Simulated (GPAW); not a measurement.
## The basis that the transmission of a Si chain with one Se atom in line needs

Aim: T(E), conductance and thermopower of a Si chain with one Se atom in line, and what cheaper settings cost in accuracy.

Calculated with GPAW 26.7.0; GPAW LCAO, PAW setups; Landauer transmission from Green's functions with principal layers (ASE), zero bias.

Report form: the programs' logs are mostly left out.

**1. The starting structure**

The cell holds 11 atoms: 10 Si and 1 Se. Cell: a = 9.000 Å, b = 9.000 Å, c = 24.183 Å, α = 90.0°, β = 90.0°, γ = 90.0°. Regions: left lead, 5 atoms (5 Si); channel, 1 atom (1 Se); right lead, 5 atoms (5 Si). Vacuum lies along a and b. The structure is stacked along c, and the current runs across the ab planes.

**2. Double-zeta polarised basis**

Localised orbitals split the wire into layers that couple to their neighbours alone, which is what the Green's function method needs; double zeta with polarisation is the usual level for numbers.

The input, run.py:

```python
import json
import numpy as np
from ase import Atoms
from ase.transport.calculators import TransportCalculator
from gpaw import GPAW, FermiDirac
from gpaw.lcao.tools import get_lcao_hamiltonian
from scipy.linalg import eigh

# The junction with lead layers at both ends, along the third cell vector
device = Atoms(
    ['Si', 'Si', 'Si', 'Si', 'Si', 'Se', 'Si', 'Si', 'Si', 'Si', 'Si'],
    positions=[
        [4.50000, 4.50000, 1.10000],
        [4.50000, 4.50000, 3.30000],
        [4.50000, 4.50000, 5.50000],
        [4.50000, 4.50000, 7.70000],
        [4.50000, 4.50000, 9.90000],
        [4.50000, 4.50000, 12.09150],
        [4.50000, 4.50000, 14.28300],
        [4.50000, 4.50000, 16.48300],
        [4.50000, 4.50000, 18.68300],
        [4.50000, 4.50000, 20.88300],
        [4.50000, 4.50000, 23.08300]],
    cell=[[9.0, 0.0, 0.0], [0.0, 9.0, 0.0], [0.0, 0.0, 24.183]],
    pbc=True)

# One principal layer of the lead: the first 3 atoms of the device
lead = Atoms(
    ['Si', 'Si', 'Si'],
    positions=[
        [4.50000, 4.50000, 1.10000],
        [4.50000, 4.50000, 3.30000],
        [4.50000, 4.50000, 5.50000]],
    cell=[[9.0, 0.0, 0.0], [0.0, 9.0, 0.0], [0.0, 0.0, 6.6]],
    pbc=True)

settings = dict(mode='lcao', basis='dzp', xc='PBE', h=0.2,
                occupations=FermiDirac(0.1), maxiter=250,
                mixer=dict(beta=0.1, nmaxold=8, weight=100.0),
                convergence=dict(density=0.0001))
energies = np.arange(-2, 2 + 1e-9, 0.05)
eta = 0.0001
n1, n2 = 1, 1
# k and -k transmit alike, so half of the mesh across the current serves
mesh = [(i, j) for i in range(n1) for j in range(n2) if (i, j) <= (-i % n1, -j % n2)]
weights = np.array([1 if (i, j) == (-i % n1, -j % n2) else 2 for i, j in mesh]) / (n1 * n2)

# [... helper functions left out ...]
fermi_lead = ground_state(lead, (1, 1, 17), 'lead.txt')
fermi_device = ground_state(device, (1, 1, 3), 'device.txt')
# [... loop over the mesh left out, but for ...]
        # Shift the lead onto the potential of the device's first layer
        shift = ((H[:, 0, 0] - H0[:, 0, 0]) / S0[0, 0]).real.mean()
# [...]
kT = 8.617333e-5 * 77
bias = [0.1, 0.2, 0.5, 1.0, 1.5, 2.0]
# [... integrals and printing left out ...]
```

Started as:

```
$ OMP_NUM_THREADS=1 OPENBLAS_NUM_THREADS=1 python run.py
```

Wall time 22 s (1 thread of Arm Neoverse V2, shared host); peak memory 0.8 GiB.

This step gave:

| Property | Result |
| --- | --- |
| conductance | 2.507 G₀ |
| largest coupling past the next principal layer | 5.06e-5 eV |
| largest misfit of the first principal layer | 0.05618 eV |
| shift that aligns the lead | 0.005644 eV |
| basis functions of the junction | 143 |
| basis functions of a principal layer | 39 |
| transmission at the Fermi level (one spin) | 2.507 |

One spin. Table of transmission, zone mean by energy, zero at the Fermi level:

```tsv
energy (eV)	transmission, zone mean
-2.000	8.0e-11
-1.800	2.9e-10
-1.600	4.7e-9
-1.400	1.0e-8
-1.200	0.303
-1.000	0.627
-0.800	1.28
-0.600	1.80
-0.400	2.18
-0.200	2.41
0.000	2.51
0.100	2.52
0.200	2.51
0.400	2.46
0.600	2.40
0.800	2.35
1.000	2.32
1.200	2.32
1.400	2.33
1.600	2.34
1.800	2.34
2.000	2.35
```

Not self-consistent under bias; the bias window is split evenly. The current through one cell, from the zero-bias transmission by bias:

```tsv
bias (V)	current through one cell, from the zero-bias transmission (μA)
0.100	19.4
0.200	38.8
0.500	96.1
1.000	187
1.500	266
2.000	331
```

Table of transmission of the three most open eigenchannels by energy, zero at the Fermi level:

```tsv
energy (eV)	channel 1	channel 2	channel 3
-2.00	7.8e-11	1.3e-12	0
-1.85	1.9e-10	1.3e-12	0
-1.70	8.3e-10	1.3e-12	0
-1.60	4.6e-9	1.3e-12	0
-1.45	2.8e-8	1.0e-11	1.0e-11
-1.30	0.0443	0.0443	4.7e-9
-1.15	0.199	0.199	6.1e-9
-1.05	0.279	0.279	1.8e-8
-0.90	0.376	0.376	0.184
-0.75	0.487	0.469	0.469
-0.60	0.665	0.566	0.566
-0.50	0.745	0.629	0.629
-0.35	0.829	0.710	0.710
-0.20	0.886	0.762	0.762
-0.05	0.925	0.784	0.784
0.00	0.935	0.786	0.786
0.05	0.944	0.785	0.785
0.20	0.966	0.771	0.771
0.35	0.981	0.746	0.746
0.50	0.990	0.718	0.718
0.60	0.995	0.701	0.701
0.75	0.998	0.680	0.680
0.90	0.999	0.667	0.667
1.05	0.999	0.661	0.661
1.15	0.998	0.661	0.661
1.30	0.995	0.663	0.663
1.45	0.992	0.669	0.669
1.60	0.988	0.674	0.674
1.70	0.985	0.678	0.678
1.85	0.981	0.682	0.682
2.00	0.976	0.684	0.684
```

Couplings past the next layer reach 5.1e-5 eV, small enough to drop; the matrix elements of the cell's first layer differ from the bulk lead's by up to 0.056 eV. That layer keeps its own values in the calculation, and only beyond it is the lead taken as perfect. The Fermi levels of lead and junction count from different zeros of potential, one for each periodic cell; with both set to zero, the small remaining shift is what aligns them. By hand: G = 2.507 × 77.48 μS = 194 μS, a resistance of 5.15 kΩ; at 0.1 V a linear junction would pass 19.4 μA, and the integral over the bias window gives 19.4 μA.

**3. GPAW, szp: basis = "szp(dzp)"**

The second zeta is dropped, the polarisation orbitals stay.

run.py, as its differences from that of step 2:

```diff
@@ -36,3 +36,3 @@
 
-settings = dict(mode='lcao', basis='dzp', xc='PBE', h=0.2,
+settings = dict(mode='lcao', basis='szp(dzp)', xc='PBE', h=0.2,
                 occupations=FermiDirac(0.1), maxiter=250,
```

Elapsed: 20 s, on 1 thread; peak memory 0.79 GiB.

This step gave:

* conductance: 2.587 G₀
* largest coupling past the next principal layer: 5.09e-5 eV
* largest misfit of the first principal layer: 0.05816 eV
* shift that aligns the lead: 0.01500 eV
* basis functions of the junction: 99
* basis functions of a principal layer: 27
* transmission at the Fermi level (one spin): 2.587

One spin. Transmission, zone mean against energy, zero at the Fermi level:

energy (eV), transmission, zone mean and a bar:
```
    -2.00       0.00 
    -1.90       0.00 
    -1.80       0.00 
    -1.70       0.00 
    -1.55       0.00 
    -1.45       0.00 
    -1.35       0.00 
    -1.25       0.00 
    -1.15       0.22 ###
    -1.05       0.69 ########
    -0.90       1.25 ##############
    -0.80       1.52 ##################
    -0.70       1.75 ####################
    -0.60       1.95 #######################
    -0.50       2.13 #########################
    -0.40       2.28 ##########################
    -0.25       2.46 ############################
    -0.15       2.53 #############################
    -0.05       2.58 ##############################
     0.00       2.59 ##############################
     0.05       2.59 ##############################
     0.10       2.59 ##############################
     0.15       2.59 ##############################
     0.25       2.57 ##############################
     0.40       2.52 #############################
     0.50       2.48 #############################
     0.60       2.44 ############################
     0.70       2.41 ############################
     0.80       2.39 ############################
     0.90       2.37 ###########################
     1.05       2.35 ###########################
     1.15       2.34 ###########################
     1.25       2.34 ###########################
     1.35       2.34 ###########################
     1.45       2.34 ###########################
     1.55       2.35 ###########################
     1.70       2.35 ###########################
     1.80       2.35 ###########################
     1.90       2.35 ###########################
     2.00       2.34 ###########################
```

Not self-consistent under bias; the bias window is split evenly. Current through one cell, from the zero-bias transmission against bias:

```tsv
bias (V)	current through one cell, from the zero-bias transmission (μA)
0.100	20.0
0.200	40.0
0.500	99.2
1.000	193
1.500	277
2.000	348
```

The transmission of the three most open eigenchannels by energy, zero at the Fermi level:

```tsv
energy (eV)	channel 1	channel 2	channel 3
-2.00	2.1e-10	0	0
-1.90	4.5e-10	0	0
-1.80	1.3e-9	0	0
-1.70	8.3e-9	0	0
-1.55	3.3e-8	0	0
-1.45	9.0e-9	0	0
-1.35	7.9e-9	2.3e-12	2.3e-12
-1.25	1.5e-8	5.3e-10	5.3e-10
-1.15	0.112	0.112	1.4e-7
-1.05	0.238	0.226	0.226
-0.90	0.540	0.353	0.353
-0.80	0.664	0.427	0.427
-0.70	0.752	0.497	0.497
-0.60	0.816	0.565	0.565
-0.50	0.864	0.631	0.631
-0.40	0.900	0.691	0.691
-0.25	0.938	0.759	0.759
-0.15	0.956	0.788	0.788
-0.05	0.970	0.803	0.803
0.00	0.976	0.806	0.806
0.05	0.981	0.806	0.806
0.15	0.988	0.800	0.800
0.25	0.993	0.787	0.787
0.40	0.998	0.760	0.760
0.50	0.999	0.741	0.741
0.60	0.999	0.723	0.723
0.70	0.998	0.707	0.707
0.80	0.997	0.695	0.695
0.90	0.994	0.686	0.686
1.05	0.990	0.679	0.679
1.15	0.987	0.678	0.678
1.25	0.983	0.679	0.679
1.35	0.979	0.681	0.681
1.45	0.975	0.685	0.685
1.55	0.971	0.688	0.688
1.70	0.965	0.692	0.692
1.80	0.961	0.694	0.694
1.90	0.957	0.695	0.695
2.00	0.953	0.695	0.695
```

The conductance, 2.59 G₀, lies 3.2 % above that of the dzp run.

**4. Minimal basis**

One function for each valence shell of the setup, as for a first survey of a large system.

run.py, as its differences from that of step 3:

```diff
@@ -36,3 +36,3 @@
 
-settings = dict(mode='lcao', basis='szp(dzp)', xc='PBE', h=0.2,
+settings = dict(mode='lcao', basis='sz(dzp)', xc='PBE', h=0.2,
                 occupations=FermiDirac(0.1), maxiter=250,
```

Wall time 15 s (1 thread); peak memory 0.74 GiB.

Numbers from this step:

```
conductance                                    : 2.682 G₀
largest coupling past the next principal layer : 5.12e-5 eV
largest misfit of the first principal layer    : 0.05542 eV
shift that aligns the lead                     : 0.001320 eV
basis functions of the junction                : 44
basis functions of a principal layer           : 12
transmission at the Fermi level (one spin)     : 2.682
```

The conductance, 2.68 G₀, lies 7.0 % above that of the dzp run.

**5. LDA in the dzp basis: xc = "LDA"**

Back in the dzp basis, the functional changes from PBE to LDA, to set the spread between functionals beside that between bases.

run.py, as its differences from that of step 4:

```diff
@@ -36,3 +36,3 @@
 
-settings = dict(mode='lcao', basis='sz(dzp)', xc='PBE', h=0.2,
+settings = dict(mode='lcao', basis='dzp', xc='LDA', h=0.2,
                 occupations=FermiDirac(0.1), maxiter=250,
```

Wall time 20 s (1 thread); peak memory 0.79 GiB.

Numbers from this step:

| Quantity | Value |
| --- | --- |
| conductance | 2.520 G₀ |
| largest coupling past the next principal layer | 5.19e-5 eV |
| largest misfit of the first principal layer | 0.05893 eV |
| shift that aligns the lead | 0.01087 eV |
| basis functions of the junction | 143 |
| basis functions of a principal layer | 39 |
| transmission at the Fermi level (one spin) | 2.521 |

The conductance, 2.52 G₀, lies 0.5 % above that of the dzp run.

**6. Cost and result by level**

Times are for 1 thread of Arm Neoverse V2, shared host. The runs compared:

```tsv
no.	run	conductance (G₀)	time	memory (GiB)
1	dzp	2.507	22 s	0.8
2	szp	2.587	20 s	0.79
3	sz	2.682	15 s	0.74
4	dzp LDA	2.520	20 s	0.79
```

**7. Comparison**

The curves are compared point by point over the common energies.

This step: comparison of transmission and cost over codes and levels (GPAW 26.7.0).

Ladder, by row:

```tsv
step	code	T at the Fermi level (sum over the listed spins)	conductance (G0)	r.m.s. T(E) from the first	wall time (s)	peak memory (GiB)	threads
dzp	GPAW	2.507	2.507	0	22.36	0.8	1
szp	GPAW	2.587	2.587	0.1069	19.62	0.79	1
sz	GPAW	2.682	2.682	0.3285	14.94	0.74	1
dzp-LDA	GPAW	2.521	2.52	0.01991	19.58	0.79	1
```

Table of transmission, zone mean, sum over the listed spins by energy, zero at the Fermi level:

```tsv
energy (eV)	dzp	szp	sz	dzp-LDA
-2.000	8.0e-11	2.1e-10	1.6e-9	1.0e-10
-1.800	2.9e-10	1.3e-9	3.9e-8	4.1e-10
-1.600	4.7e-9	7.5e-7	5.1e-9	1.1e-8
-1.400	1.0e-8	7.7e-9	7.5e-8	7.4e-9
-1.200	0.303	0.0218	0.956	0.275
-1.000	0.627	0.903	1.55	0.604
-0.800	1.28	1.52	1.94	1.32
-0.600	1.80	1.95	2.25	1.82
-0.400	2.18	2.28	2.48	2.19
-0.200	2.41	2.50	2.62	2.42
0.000	2.51	2.59	2.68	2.52
0.100	2.52	2.59	2.69	2.53
0.200	2.51	2.58	2.68	2.52
0.400	2.46	2.52	2.64	2.47
0.600	2.40	2.44	2.57	2.40
0.800	2.35	2.39	2.49	2.35
1.000	2.32	2.35	2.42	2.33
1.200	2.32	2.34	2.37	2.32
1.400	2.33	2.34	2.33	2.33
1.600	2.34	2.35	2.31	2.34
1.800	2.34	2.35	2.29	2.35
2.000	2.35	2.34	2.27	2.35
```

**8. Smearing 0.3**

Smearing helps the SCF of a metal converge, but it blurs occupations at band edges near the Fermi level.

This step: GPAW LCAO, PAW setups; Landauer transmission from Green's functions with principal layers (ASE), zero bias (GPAW 26.7.0).

run.py, as its differences from that of step 5:

```diff
@@ -36,4 +36,4 @@
 
-settings = dict(mode='lcao', basis='dzp', xc='LDA', h=0.2,
-                occupations=FermiDirac(0.1), maxiter=250,
+settings = dict(mode='lcao', basis='dzp', xc='PBE', h=0.2,
+                occupations=FermiDirac(0.3), maxiter=250,
                 mixer=dict(beta=0.1, nmaxold=8, weight=100.0),
```

Run time: 24 s. Hardware: 1 thread; peak memory 0.8 GiB.

The run finished with changed settings (width = 0.3); it serves as a test.

Side by side:

```tsv
quantity	this run	sound run	difference
conductance (G₀)	2.3909	2.5068	-0.116
largest coupling past the next principal layer (eV)	5.057e-5	5.055e-5	2.0e-8
largest misfit of the first principal layer (eV)	0.017055	0.056176	-0.0391
shift that aligns the lead (eV)	-0.0094555	0.0056443	-0.0151
transmission at the Fermi level (one spin)	2.3912	2.5074	-0.116
```

One result that differs is the largest misfit of the first principal layer, 0.0171 eV against 0.0562 eV.

**9. Smearing 0.025, broadening 0.001: width = 0.025 and eta = 0.001**

Smearing helps the SCF of a metal converge, but it blurs occupations at band edges near the Fermi level. The broadening keeps the Green's functions finite; too large a value absorbs electrons where channels are open and leaks them where none are.

run.py, as its differences from that of step 8:

```diff
@@ -37,3 +37,3 @@
 settings = dict(mode='lcao', basis='dzp', xc='PBE', h=0.2,
-                occupations=FermiDirac(0.3), maxiter=250,
+                occupations=FermiDirac(0.025), maxiter=250,
                 mixer=dict(beta=0.1, nmaxold=8, weight=100.0),
@@ -41,3 +41,3 @@
 energies = np.arange(-2, 2 + 1e-9, 0.05)
-eta = 0.0001
+eta = 0.001
 n1, n2 = 1, 1
```

It took 22 s on 1 thread; peak memory 0.8 GiB.

Numbers from this step:

```yaml
conductance: 2.534 G₀
largest_coupling_past_the_next_principal_layer: 5.06e-5 eV
largest_misfit_of_the_first_principal_layer: 0.09125 eV
shift_that_aligns_the_lead: -0.001119 eV
transmission_at_the_fermi_level_one_spin: 2.535
```

One spin. Table of transmission, zone mean by energy, zero at the Fermi level:

energy (eV), transmission, zone mean and a bar:
```
   -2.000       0.00 
   -1.800       0.00 
   -1.600       0.00 
   -1.400       0.00 
   -1.200       0.36 ####
   -1.000       0.63 #######
   -0.800       1.29 ###############
   -0.600       1.81 #####################
   -0.400       2.20 ##########################
   -0.200       2.44 #############################
    0.000       2.54 ##############################
    0.050       2.54 ##############################
    0.200       2.52 ##############################
    0.400       2.45 #############################
    0.600       2.36 ############################
    0.800       2.30 ###########################
    1.000       2.27 ###########################
    1.200       2.27 ###########################
    1.400       2.30 ###########################
    1.600       2.32 ###########################
    1.800       2.34 ############################
    2.000       2.34 ############################
```

Not self-consistent under bias; the bias window is split evenly. Current through one cell, from the zero-bias transmission against bias:

```tsv
bias (V)	current through one cell, from the zero-bias transmission (μA)
0.100	19.6
0.200	39.2
0.500	97.1
1.000	188
1.500	267
2.000	331
```

Table of transmission of the three most open eigenchannels by energy, zero at the Fermi level:

```tsv
energy (eV)	channel 1	channel 2	channel 3
-2.00	8.0e-9	1.5e-10	0
-1.90	1.4e-8	1.6e-10	0
-1.80	3.0e-8	1.6e-10	0
-1.70	8.7e-8	1.6e-10	0
-1.55	3.0e-6	1.5e-10	3.1e-11
-1.45	2.3e-6	1.1e-9	1.1e-9
-1.35	1.3e-6	1.3e-6	5.4e-7
-1.25	0.142	0.142	4.1e-7
-1.15	0.215	0.215	5.7e-7
-1.05	0.282	0.282	1.6e-6
-0.90	0.380	0.380	0.172
-0.80	0.444	0.444	0.400
-0.70	0.556	0.508	0.508
-0.60	0.666	0.574	0.574
-0.50	0.746	0.638	0.638
-0.40	0.805	0.696	0.696
-0.25	0.869	0.762	0.762
-0.15	0.899	0.788	0.788
-0.05	0.923	0.800	0.800
0.00	0.933	0.801	0.801
0.05	0.942	0.799	0.799
0.15	0.956	0.788	0.788
0.25	0.968	0.769	0.769
0.40	0.980	0.733	0.733
0.50	0.986	0.708	0.708
0.60	0.990	0.685	0.685
0.70	0.993	0.666	0.666
0.80	0.994	0.651	0.651
0.90	0.995	0.642	0.642
1.05	0.994	0.637	0.637
1.15	0.993	0.638	0.638
1.25	0.991	0.643	0.643
1.35	0.989	0.65	0.65
1.45	0.986	0.658	0.658
1.55	0.983	0.666	0.666
1.70	0.979	0.677	0.677
1.80	0.977	0.682	0.682
1.90	0.974	0.685	0.685
2.00	0.971	0.687	0.687
```

The conductance, 2.53 G₀, lies 1.1 % above that of the dzp run.

**10. Outcome**

```json
{
 "conductance": "2.51 G₀",
 "transmission at the Fermi level, mean of the spins": "2.51",
 "thermopower": "about 0 (under 1.5 μV/K)"
}
```

In words: In the dzp basis the junction conducts 2.51 G₀ at 77 K, with T = 2.51 a spin at the Fermi level; the sz basis reaches that conductance within 10 %. At the Fermi level the three most open eigenchannels pass 0.94, 0.79 and 0.79. Measured against the first run (dzp), the nearest curve is that of dzp-LDA (r.m.s. 0.020) and the farthest that of sz (0.33). Over the compared runs wall time goes from 15 s (sz) to 22 s (dzp), on a shared host. The geometry was built from estimated bond lengths and not relaxed, so the numbers describe this model structure. An evenly spaced straight chain is an idealisation: free chains tend to dimerise, zigzag or, where a band edge lies near the Fermi level, turn magnetic. The currents use the zero-bias T(E) throughout, which holds only while the bias is small against the distance to the nearest feature. The energy step is wider than the thermal energy, so the conductance and thermopower rest on interpolation of T(E).

[Logs are printed without paths, hosts, clocks, repeated set-up lines and the standing remarks that a program may print on its own settings, such as how far it seeks lower states.]

[Hosts, paths, dates, database ids (printed as entryN), source tags and the programs' standing remarks are cut or masked in the printed files.]
